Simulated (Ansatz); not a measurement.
# Gate voltage at the highest density: 1T-CoBrI monolayer

A layer charged from one gate needs a voltage that grows with the carrier density; the slope is e over the total capacitance.

Set-up. Ansatz 0.2.0, plane waves with PAW datasets (its set soft_2), LDA; isolated slab, charged sheet 5 Å from the outer atoms behind model barriers, atoms held, Fermi-Dirac smearing of 0.02585 eV. The voltage is that of the gate against the layer's Fermi level, from the uncharged case, which has no gap over 0.05 eV.

| run | added electrons (10¹³ per cm²) | gate voltage (V) |
| --- | --- | --- |
| run 1 | −1.00 | −0.73 |
| run 2 | −2.00 | −1.46 |
| run 3 | −4.00 | −2.94 |
| run 4 | −7.00 | −5.18 |
| run 5 | −11.00 | ? |

Q: Estimate the withheld value from the rows shown.

A least-squares line through the 4 rows shown has slope 0.7421 and intercept 0.0199; no row lies more than 0.01 V off it. The capacitance is 1.602/0.7421 = 2.16 µF/cm², against 1.77 µF/cm² for plates 5 Å apart in vacuum; it is the larger, as where the added charge has its centre outside the outer atoms (not examined here). At −11.00 it gives 0.7421 × (−11.00) + 0.0199 = −8.14 V, beyond the rows fitted. Rounding and scatter of the rows alone allow about ±0.021 V there.

The run itself gives −8.19 V: a miss of −0.05 V, or 0.6 % of the value. The capacitance falls a little towards the highest density.

**Limits.** The gates are model sheets, not atoms, and low densities sample few k-points. Spin-orbit coupling is left out, which changes the bands of elements this heavy.
